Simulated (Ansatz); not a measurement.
**AlNi (Pm-3m): modes against biaxial strain in the (111) plane**

Wanted: the shifts of the zone-centre modes of AlNi (Pm-3m) with strain.

Main program and level: Ansatz 0.2.0; DFT LDA, scalar-relativistic, plane waves, PAW; PAW set soft_1.

The database entry behind the starting cell differs from later determinations by our own check (about 0.2 % short), so it need not match the best structure at ambient conditions.

**1. The structure**

The structure is cubic, space group Pm-3m (No. 221). Conventional cell: a = 2.881 Å, b = 2.881 Å, c = 2.881 Å, α = 90.00°, β = 90.00°, γ = 90.00°. Nearest to Al lie 8 Ni at 2.50 Å. Ni has 8 Al at 2.50 Å nearest. Farther neighbours are not listed.

As a file:

```cif
data_structure
_symmetry_space_group_name_H-M 'Pm-3m'
_symmetry_Int_Tables_number 221
_cell_length_a 2.8810
_cell_length_b 2.8810
_cell_length_c 2.8810
_cell_angle_alpha 90.000
_cell_angle_beta 90.000
_cell_angle_gamma 90.000
_cell_volume 23.91
loop_
_atom_site_label
_atom_site_type_symbol
_atom_site_symmetry_multiplicity
_atom_site_Wyckoff_symbol
_atom_site_fract_x
_atom_site_fract_y
_atom_site_fract_z
_atom_site_occupancy
Al1 Al 1 a 0.00000 0.00000 0.00000 1
Ni1 Ni 1 b 0.50000 0.50000 0.50000 1
```

**2. A rough relaxation first**

The start is far from rest, so a relaxation with loose tolerances brings it close first.

input.yaml

```yaml
crystal:
  lattice:
    - [2.881, 0.0, 0.0]
    - [0.0, 2.881, 0.0]
    - [0.0, 0.0, 2.881]
  atoms:
    - { symbol: Al, position: [0.0, 0.0, 0.0] }
    - { symbol: Ni, position: [0.5, 0.5, 0.5] }
kpoints:
  mp_grid: { grid: [8, 8, 8] }
hamiltonian:
  xc: lda
  pseudopotentials: { kind: paw, azcp: { folder: soft_1 }, xc_functional: pbe }
scf:
  occupations: { method: gaussian, width: 0.1 }
output:
  forces: true
  stress: true
  eigenvalues: true
relax:
  adjacent_minimum: "off"
  f_tol: 0.05
  max_steps: 80
  cell: { stress_tol: 0.5 }
```

Launch:

```
ansatz run input.yaml --threads 4 --pin off --max-ram 10240MiB --backend cpu --events-out ev --progress --plain --runs-dir out
```

Numbers of over 12 decimals in the logs are rounded to 6 here.

Log:

```text
The last accepted step is kept in <dir> (removed where the run ends without a failure and the disk answers)
Engine: ansatz 0.2.0, aarch64-unknown-linux-gnu
Pseudopotentials: kind: paw
Pseudopotential: Al, paw, valence charge 3, recommended cutoff 420 eV (normal), soft_1/Al.paw.azcp
Pseudopotential: Ni, paw, valence charge 18, recommended cutoff 420 eV (normal), soft_1/Ni.paw.azcp
Functional definition: SPW92
[...]
--- Relaxed structure (3 steps of the walk, 3 accepted, 1 SCFs on fresh bases) ---
  F+E_penalty+E_count = -6287.66991959 eV   max|allowed force component| = 3.057e-30 eV/Å   (the final SCF, on the basis selected at the relaxed cell)
  cell:  # Å, volume = 22.7002 Å³
    - [2.831458, 0, 0]
    - [0, 2.831458, 0.0]
    - [0, 0.0, 2.831458]
  atoms:
    - { symbol: Al, position: [0, 0, 0] }
    - { symbol: Ni, position: [0.5, 0.5, 0.5] }
[key lines of the parts left out:]
SCF converged after 8 iterations
Free energy (F): -6287.669920 eV
Fermi energy:    14.366735 eV
P = ⅓ Tr σ = 0.2934 GPa (2.934 kbar)
```

Run time: 1.1 s. Hardware: 4 threads of Arm Neoverse V2, shared host; peak memory 0.28 GiB; 3.3 s of CPU time.

This run has no spin polarisation, although Ni can carry a moment.

The steps of the relaxation:

| step | energy less that of the first step (eV) | largest force component (eV/Å) | pressure (GPa) | volume (Å³) |
| --- | --- | --- | --- | --- |
| 1 | 0.0000 | 0.0000 | -8.41 | 23.91 |
| 2 | -0.0276 | 0.0000 | -3.44 | 23.18 |
| 3 | -0.0325 | 0.0000 | 0.32 | 22.70 |
| 4* | -0.0323 | 0.0000 | 0.29 | 22.70 |

Relaxation steps marked * repeat the geometry before them on a plane-wave basis chosen anew for their cell, so energy and pressure can jump there.

The run keeps the 48 symmetry operations that it works with, so distortions that break them were not tested.

| conventional cell, symmetrised | before | after | change |
| --- | --- | --- | --- |
| a (Å) | 2.881 | 2.831 | -1.7 % |
| b (Å) | 2.881 | 2.831 | -1.7 % |
| c (Å) | 2.881 | 2.831 | -1.7 % |
| volume (Å³/atom) | 11.96 | 11.35 | -5.1 % |

Final coordinates:

```
Al Ni
1.0
     2.83146    0.00000    0.00000
     0.00000    2.83146    0.00000
     0.00000    0.00000    2.83146
Al Ni
1 1
Cartesian
  0.0000 0.0000 0.0000
  1.4157 1.4157 1.4157
```

Numbers from this step:

```
pressure          : 0.2934 GPa
volume per atom   : 11.35 Å³
gap on the k-mesh : 0 eV
```

In this step the volume went from 11.96 to 11.35 Å³/atom.

**3. Relaxation**

Harmonic phonons are second derivatives at a point where the forces vanish, and they are wanted at zero stress, so atoms and cell are relaxed first.

input.yaml, the sections that differ from step 2:

```yaml
crystal:
  lattice:
    - [2.8314583044, 0.0, 0.0]
    - [0.0, 2.8314583044, 0.0]
    - [0.0, 0.0, 2.8314583044]
  atoms:
    - { symbol: Al, position: [0.0, 0.0, 0.0] }
    - { symbol: Ni, position: [0.5, 0.5, 0.5] }
kpoints:
  mp_grid: { grid: [14, 14, 14] }
output:
  forces: true
  stress: true
  eigenvalues: true
  write_density: true
  write_potential: true
  elf: true
  volumetric_format: npy
relax:
  adjacent_minimum: "off"
  f_tol: 0.005
  max_steps: 80
  cell: { stress_tol: 0.05 }
# hamiltonian, scf: as in step 2
```

Log:

```text
[...]
Crystal: 2 atoms, lattice volume = 22.700 Å³
Basis set: ecut = 420 eV, 461 PW (Γ)
Bands: 15, of which v1, the nominal top of the filled ones, is band 11 counted from 1 (10 counted from 0)
Symmetry: 48 space group operations
[...]
k-points: 120 of 2744
[...]
SCF iter   1: F=—  HF=-6288.056475 eV  |F-HF|=—  |Δ(HF+E_count)|=         —  Δρ=7.26e-2  dr2=1.29e0  ethr=3.10e-3  ⟨swp⟩=4.1  Hψ=8015  notcnv=0
[...]
SCF iter   8: F=-6287.674480 eV  HF=-6287.674480 eV  |F-HF|=2.97e-9  |Δ(HF+E_count)|=   9.21e-8  Δρ=4.40e-6  dr2=2.55e-9  ethr=4.76e-10  ⟨swp⟩=9.4  Hψ=11917  notcnv=0
SCF 1 converged in 8 iterations: F = -6287.674480 eV  dr2 = 2.55e-9
[...]
relax step   1: F+E_penalty+E_count = -6287.67448041 eV  Δ(F+E_penalty+E_count) = +0.000e0 eV  max|allowed force component| = 9.032e-29 eV/Å  Δτ_max = 0.0000 Å  P = +0.159 GPa  Ω = 22.700 Å³  (8 SCF iters, dr2 threshold 1.00e-7 eV, accepted)
Crystal: 2 atoms, lattice volume = 22.711 Å³
[...]
SCF iter   6: F=-6287.674485 eV  HF=-6287.674485 eV  |F-HF|=9.09e-13  |Δ(HF+E_count)|=  2.73e-12  Δρ=1.52e-9  dr2=2.09e-16  ethr=1.00e-12  ⟨swp⟩=3.3  Hψ=6657  notcnv=0
SCF 2 converged in 6 iterations: F = -6287.674485 eV  dr2 = 2.09e-16
relax step   2: F+E_penalty+E_count = -6287.67448476 eV  Δ(F+E_penalty+E_count) = -4.353e-6 eV  max|allowed force component| = 8.835e-29 eV/Å  Δτ_max = 0.0000 Å  P = +0.070 GPa  Ω = 22.711 Å³  energy of the carried Pulay correction = -3.378e-6 eV  (6 SCF iters, accepted)
Crystal: 2 atoms, lattice volume = 22.720 Å³
[...]
SCF iter   6: F=-6287.674484 eV  HF=-6287.674484 eV  |F-HF|=1.82e-12  |Δ(HF+E_count)|=  1.82e-12  Δρ=1.11e-9  dr2=1.01e-16  ethr=1.00e-12  ⟨swp⟩=3.1  Hψ=6605  notcnv=0
SCF 3 converged in 6 iterations: F = -6287.674484 eV  dr2 = 1.01e-16
relax step   3: F+E_penalty+E_count = -6287.67448397 eV  Δ(F+E_penalty+E_count) = +7.874e-7 eV  max|allowed force component| = 5.193e-30 eV/Å  Δτ_max = 0.0000 Å  P = +0.000 GPa  Ω = 22.720 Å³  energy of the carried Pulay correction = -6.023e-6 eV  (6 SCF iters, accepted)
[...]
SCF iter   8: F=-6287.674491 eV  HF=-6287.674491 eV  |F-HF|=0.00e0  |Δ(HF+E_count)|=  9.09e-13  Δρ=4.94e-11  dr2=2.39e-19  ethr=1.00e-12  ⟨swp⟩=1.4  Hψ=4174  notcnv=0
SCF 4 converged in 8 iterations: F = -6287.674491 eV  dr2 = 2.39e-19
relax step   4: F+E_penalty+E_count = -6287.67449129 eV  Δ(F+E_penalty+E_count) = -7.318e-6 eV  max|allowed force component| = 5.358e-30 eV/Å  Δτ_max = 0.0000 Å  P = +0.001 GPa  Ω = 22.720 Å³  stress off target by 9.52e-4 GPa  SCF on the basis re-selected at this cell (its energy is not comparable with the rows above)  (8 SCF iters)
basis re-selected at this cell: Δ(F+E_penalty+E_count) = -7.318e-6 eV, ΔP = +0.001 GPa vs the last step (what re-selecting the basis moved, of the pressure what is left beyond the Pulay correction that the steps carried, after the strain that the cell walked since its last selection, with what the two solves' SCF thresholds leave and, on support functions, any second-order correction that the steps lacked; it is no m [...]
SCF converged after 8 iterations
Free energy (F): -6287.674491 eV
[...]
Internal energy: -6287.669568 eV  (E = F + TS)
E sigma→0 (E₀):  -6287.672030 eV
Entropy (-TS):   -0.004924 eV (-2.462 meV/atom)
Fermi energy:    14.396770 eV
[...]
--- Stress (GPa, compression-positive) ---
        0.000952      -0.000000      -0.000000
       -0.000000       0.000952       0.000000
       -0.000000       0.000000       0.000952
  P = ⅓ Tr σ = 0.0010 GPa (0.010 kbar)
--- Band table (eV; the first three rows and the last of 120) ---
  k-point 0: bands = [... 7 lower, 12.7606, 12.7606, 12.7606, 20.0908, 20.0908, 20.0908, 22.7674, 22.7674]
  k-point 1: bands = [... 7 lower, 12.7165, 12.7165, 12.7654, 19.0984, 20.2191, 20.2191, 22.7684, 23.6672]
  k-point 2: bands = [... 7 lower, 12.5975, 12.5975, 12.7790, 17.4700, 20.5911, 20.5911, 22.7711, 24.9776]
  k-point 119: bands = [... 7 lower, 13.3652, 13.3652, 16.3681, 16.3681, 16.3681, 18.4721, 19.1532, 19.1532]
--- Relaxed structure (3 steps of the walk, 3 accepted, 1 SCFs on fresh bases) ---
[...]
cell:  # Å, volume = 22.7195 Å³
    - [2.832260, 0, 0.0]
    - [0, 2.832260, 0]
    - [0.0, 0, 2.832260]
  atoms:
    - { symbol: Al, position: [0, 0, 0] }
    - { symbol: Ni, position: [0.5, 0.5, 0.5] }
```

Elapsed: 2.4 s, on 4 threads; peak memory 0.34 GiB.

Little changed from the start: no atom moved by 0.005 Å and no cell edge by 0.1 %.

This step gave:

- pressure: 9.52e-4 GPa
- volume per atom: 11.36 Å³

Electrostatic potential energy in the ac plane at fractional y = 0.000, with atoms of Al within 0.2 Å of it. With pseudopotentials it is smooth inside the atoms' cores, unlike the true potential.

Ten even steps from '_' (-3 eV) to '@' (27 eV):
```
@@@@==____::==++++==::____==@@
++==..____--++++++++--____..==
..______::==++++++++==::______
______::==++++****++++==::____
::::--==++++********++++==--::
====++++++************++++++==
++++++++****************++++++
++++++++****************++++++
====++++++************++++++==
::::--==++++********++++==--::
______::==++++****++++==::____
..______::==++++++++==::______
++==..____--++++++++--____..==
@@@@==____::==++++==::____==@@
@@@@++..__::==++++==::__..++@@
```
Columns run along a (2.8 Å; values clipped at the 3rd and 97th percentile), rows up along c (2.8 Å). Atoms in or near the plane, at fractional coordinates: Al at (0.00, 0.00).

Valence density in the ac plane at fractional y = 0.000, with atoms of Al within 0.2 Å of it. It is the smooth field of the valence electrons, not physical close to the nuclei.

Ten even steps from '_' (0.05 e/Å³) to '@' (0.25 e/Å³):
```
____..==##@@@@%%%%@@@@##==..__
....--**%%@@@@%%%%@@@@%%**--..
====**%%@@@@@@@@@@@@@@@@%%**==
####%%@@@@@@@@@@@@@@@@@@@@%%##
%%@@@@@@@@@@@@@@@@@@@@@@@@@@@@
%%@@@@@@@@@@@@@@@@@@@@@@@@@@@@
%%%%%%@@@@@@@@@@@@@@@@@@@@%%%%
%%%%%%@@@@@@@@@@@@@@@@@@@@%%%%
%%@@@@@@@@@@@@@@@@@@@@@@@@@@@@
%%@@@@@@@@@@@@@@@@@@@@@@@@@@@@
####%%@@@@@@@@@@@@@@@@@@@@%%##
====**%%@@@@@@@@@@@@@@@@%%**==
....--**%%@@@@%%%%@@@@%%**--..
____..==##@@@@%%%%@@@@##==..__
____..==##%%%%%%%%%%%%##==..__
```
Columns run along a (2.8 Å), rows up along c (2.8 Å). Atoms in or near the plane, at fractional coordinates: Al at (0.00, 0.00).

ELF in the ac plane at fractional y = 0.000, with atoms of Al within 0.2 Å of it. It is the smooth field of the valence electrons, not physical close to the nuclei.

Values, 15 rows by 15 columns:
```
0.17 0.04 0.02 0.10 0.31 0.46 0.50 0.49 0.49 0.50 0.46 0.31 0.10 0.02 0.04
0.00 0.02 0.06 0.21 0.40 0.49 0.50 0.48 0.48 0.50 0.49 0.40 0.21 0.06 0.02
0.08 0.10 0.21 0.37 0.48 0.51 0.48 0.46 0.46 0.48 0.51 0.48 0.37 0.21 0.10
0.26 0.31 0.40 0.48 0.51 0.49 0.45 0.43 0.43 0.45 0.49 0.51 0.48 0.40 0.31
0.45 0.46 0.49 0.51 0.49 0.45 0.41 0.39 0.39 0.41 0.45 0.49 0.51 0.49 0.46
0.49 0.50 0.50 0.48 0.45 0.41 0.38 0.36 0.36 0.38 0.41 0.45 0.48 0.50 0.50
0.49 0.49 0.48 0.46 0.43 0.39 0.36 0.33 0.33 0.36 0.39 0.43 0.46 0.48 0.49
0.49 0.49 0.48 0.46 0.43 0.39 0.36 0.33 0.33 0.36 0.39 0.43 0.46 0.48 0.49
0.49 0.50 0.50 0.48 0.45 0.41 0.38 0.36 0.36 0.38 0.41 0.45 0.48 0.50 0.50
0.45 0.46 0.49 0.51 0.49 0.45 0.41 0.39 0.39 0.41 0.45 0.49 0.51 0.49 0.46
0.26 0.31 0.40 0.48 0.51 0.49 0.45 0.43 0.43 0.45 0.49 0.51 0.48 0.40 0.31
0.08 0.10 0.21 0.37 0.48 0.51 0.48 0.46 0.46 0.48 0.51 0.48 0.37 0.21 0.10
0.00 0.02 0.06 0.21 0.40 0.49 0.50 0.48 0.48 0.50 0.49 0.40 0.21 0.06 0.02
0.17 0.04 0.02 0.10 0.31 0.46 0.50 0.49 0.49 0.50 0.46 0.31 0.10 0.02 0.04
0.66 0.17 0.00 0.08 0.26 0.45 0.49 0.49 0.49 0.49 0.45 0.26 0.08 0.00 0.17
```
Columns run along a (2.8 Å), rows up along c (2.8 Å). Atoms in or near the plane, at fractional coordinates: Al at (0.00, 0.00).

In this step the volume went from 11.35 to 11.36 Å³/atom.

**4. Tight relaxation**

Phonons need small forces and stress, so the relaxation is finished with tight tolerances on 16×16×16 k points.

input.yaml

```yaml
crystal:
  lattice:
    - [2.8322599917, 0.0, 0.0]
    - [0.0, 2.8322599917, 0.0]
    - [0.0, 0.0, 2.8322599917]
  atoms:
    - { symbol: Al, position: [0.0, 0.0, 0.0] }
    - { symbol: Ni, position: [0.5, 0.5, 0.5] }
kpoints:
  mp_grid: { grid: [16, 16, 16] }
hamiltonian:
  xc: lda
  pseudopotentials: { kind: paw, azcp: { folder: soft_1 }, xc_functional: pbe }
scf:
  occupations: { method: methfessel_paxton, width: 0.2 }
output:
  forces: true
  stress: true
  eigenvalues: true
relax:
  adjacent_minimum: "off"
  f_tol: 0.001
  max_steps: 60
  cell: { stress_tol: 0.01 }
```

Log:

```text
[...]
Crystal: 2 atoms, lattice volume = 22.720 Å³
Basis set: ecut = 420 eV, 461 PW (Γ)
Bands: 15, of which v1, the nominal top of the filled ones, is band 11 counted from 1 (10 counted from 0)
Symmetry: 48 space group operations
[...]
k-points: 165 of 4096
[...]
k-point 164: bands = [... 7 lower, 13.3755, 13.3755, 16.3746, 16.3746, 16.3746, 18.4806, 19.1625, 19.1625]
--- Relaxed structure (3 steps of the walk, 3 accepted, 1 SCFs on fresh bases) ---
[...]
cell:  # Å, volume = 22.7113 Å³
    - [2.831917, 0, 0]
    - [0, 2.831917, 0]
    - [0, 0, 2.831917]
  atoms:
    - { symbol: Al, position: [0, 0, 0] }
    - { symbol: Ni, position: [0.5, 0.5, 0.5] }
[key lines of the parts left out:]
SCF converged after 3 iterations
Free energy (F): -6287.674530 eV
Fermi energy:    14.428828 eV
P = ⅓ Tr σ = 0.0011 GPa (0.011 kbar)
```

It took 2.7 s on 4 threads; peak memory 0.35 GiB.

Little changed from the start: no atom moved by 0.005 Å and no cell edge by 0.1 %.

Numbers from this step:

| Quantity | Value |
| --- | --- |
| pressure | 0.001143 GPa |

The forces vanish by symmetry and the pressure is 0.001 GPa, within the tolerances set. The cell now holds 11.36 Å³/atom.

**5. Modes at rest**

The force constants come from the linear response of the density to a displacement.

The modes at rest are the reference of the series.

input.yaml, the sections that differ from step 4:

```yaml
crystal:
  lattice:
    - [2.8319166209, 0.0, 0.0]
    - [0.0, 2.8319166209, 0.0]
    - [0.0, 0.0, 2.8319166209]
  atoms:
    - { symbol: Al, position: [0.0, 0.0, 0.0] }
    - { symbol: Ni, position: [0.5, 0.5, 0.5] }
output:
  eigenvalues: true
phonons:
  method: dfpt
# kpoints, hamiltonian, scf: as in step 4
# relax: removed
```

Log:

```text
[...]
Crystal: 2 atoms, lattice volume = 22.711 Å³
Basis set: ecut = 420 eV, 461 PW (Γ), exchange–correlation on 40×40×40 points (8 copies of the dense FFT grid, shifted against one another)
Bands: 15, of which v1, the nominal top of the filled ones, is band 11 counted from 1 (10 counted from 0)
Symmetry: 48 space group operations
k-points: 405 of 4096 (irreducible under 8 space group operations, time reversal used)
[...]
SCF iter   1: F=—  HF=-6288.058628 eV  |F-HF|=—  |Δ(HF+E_count)|=         —  Δρ=7.31e-2  dr2=1.30e0  ethr=3.10e-3  ⟨swp⟩=4.0  Hψ=27016  notcnv=0
[...]
SCF iter   9: F=-6287.674529 eV  HF=-6287.674529 eV  |F-HF|=7.28e-12  |Δ(HF+E_count)|=  3.36e-10  S|Δr|=    0.00e0  Δρ=1.92e-7  dr2=4.77e-12  ethr=1.00e-12  ⟨swp⟩=5.3  Hψ=31082  notcnv=0
SCF 1 converged in 9 iterations: F = -6287.674529 eV  dr2 = 4.77e-12
[...]
DFPT response loops at Γ: preconditioner auto → Kerker (q_TF=auto, 2.693 Å⁻¹) (partly filled bands, converged f_vac=0.000); β = 1.00, the filter's whole step (`scf.mixing.beta` (0.50) is not read by the response loops under this deck's `scf.mixing.preconditioner`; to damp them name `kerker` or `kerker_dos`, under which they read `scf.mixing.beta`, and type it under 1.00, their step now; both keys bind the ground state too); Broyden in place of MSR1
SCF converged after 9 iterations
[...]
Free energy (F): -6287.674529 eV
[...]
Internal energy: -6287.675536 eV  (E = F + TS)
E sigma→0 (E₀):  -6287.674781 eV
Entropy (-TS):   0.001007 eV (0.503 meV/atom)
Fermi energy:    14.428827 eV
[...]
--- Band table (eV; the first three rows and the last of 405) ---
  k-point 0: bands = [... 7 lower, 12.7700, 12.7700, 12.7700, 20.0987, 20.0987, 20.0987, 22.7756, 22.7756]
  k-point 1: bands = [... 7 lower, 12.7360, 12.7360, 12.7738, 19.2954, 20.1971, 20.1971, 22.7762, 23.5090]
  k-point 2: bands = [... 7 lower, 12.6419, 12.6419, 12.7844, 17.8878, 20.4847, 20.4847, 22.7782, 24.6781]
  k-point 404: bands = [... 7 lower, 13.3755, 13.3755, 16.3746, 16.3746, 16.3746, 18.4806, 19.1625, 19.1625]
--- Phonons (Γ-DFPT): 2 representative perturbations + reference, on 405 of 4096 k-points (Σ response iterations 7) ---
  k mesh reduced under 8 symmetry operations, with k and −k counted as one. Each operation leaves every solved perturbation unchanged. A smaller set is not used because it would not reduce the number of displacements times k-points to solve
  ASR residual: 1.141e-4 → 0.000e0 eV/Å²; symmetrization residual: 1.215e-6 eV/Å²
  ASR residual per site (eV/Å²): 4.70e-6 1.14e-4
  Γ frequencies (cm⁻¹): 0.00 0.00 0.00 307.26 307.26 307.26
  non-analytic LO–TO correction: not included (Born effective charges unavailable; polar crystals: no LO–TO splitting at Γ)
```

The job ended after 7.7 s (4 threads; peak memory 0.66 GiB; 28 s of CPU time).

In the SCF lines HF is the Harris–Foulkes energy and dr2 the Hartree energy of the density residual, in eV; the loop may stop once dr2 is under the threshold and the program's other checks hold. Hψ counts applications of the Hamiltonian.

This step gave:

| Quantity | Value |
| --- | --- |
| sum-rule residual before enforcement | 1.14e-4 eV/Å² |
| point group | m-3m |
| highest optical mode at the zone centre (no LO-TO term) | 307.3 cm⁻¹ |
| lowest optical zone-centre mode | 307.3 cm⁻¹ |

Patterns of degenerate modes are one choice out of their space. Modes at Γ, with each element's share of the kinetic energy:

| mode | frequency (cm⁻¹) | symmetry | Al % | Ni % |
| --- | --- | --- | --- | --- |
| 1 | 0.0 | acoustic | 31 | 69 |
| 2 | 0.0 | acoustic | 31 | 69 |
| 3 | 0.0 | acoustic | 31 | 69 |
| 4 | 307.3 | T1u | 69 | 31 |
| 5 | 307.3 | T1u | 69 | 31 |
| 6 | 307.3 | T1u | 69 | 31 |

Displacements in mode 4 (307.3 cm⁻¹), the largest set to 1:
```
Al1  0.00  0.77  1.00
Ni2  0.00 -0.35 -0.46
```

Before it was imposed, the acoustic sum rule was missed by 1.1e-4 eV/Å². Small misses are needed for a sound result but don't prove that mesh and cutoff are converged. The lowest optical mode is real, 307 cm⁻¹.

[end of part 1 of 2]

[Logs are printed without paths, hosts, clocks, repeated set-up lines and the standing remarks that a program may print on its own settings, such as how far it seeks lower states.]

[Hosts, paths, dates, database ids (printed as entryN), source tags and the programs' standing remarks are cut or masked in the printed files.]
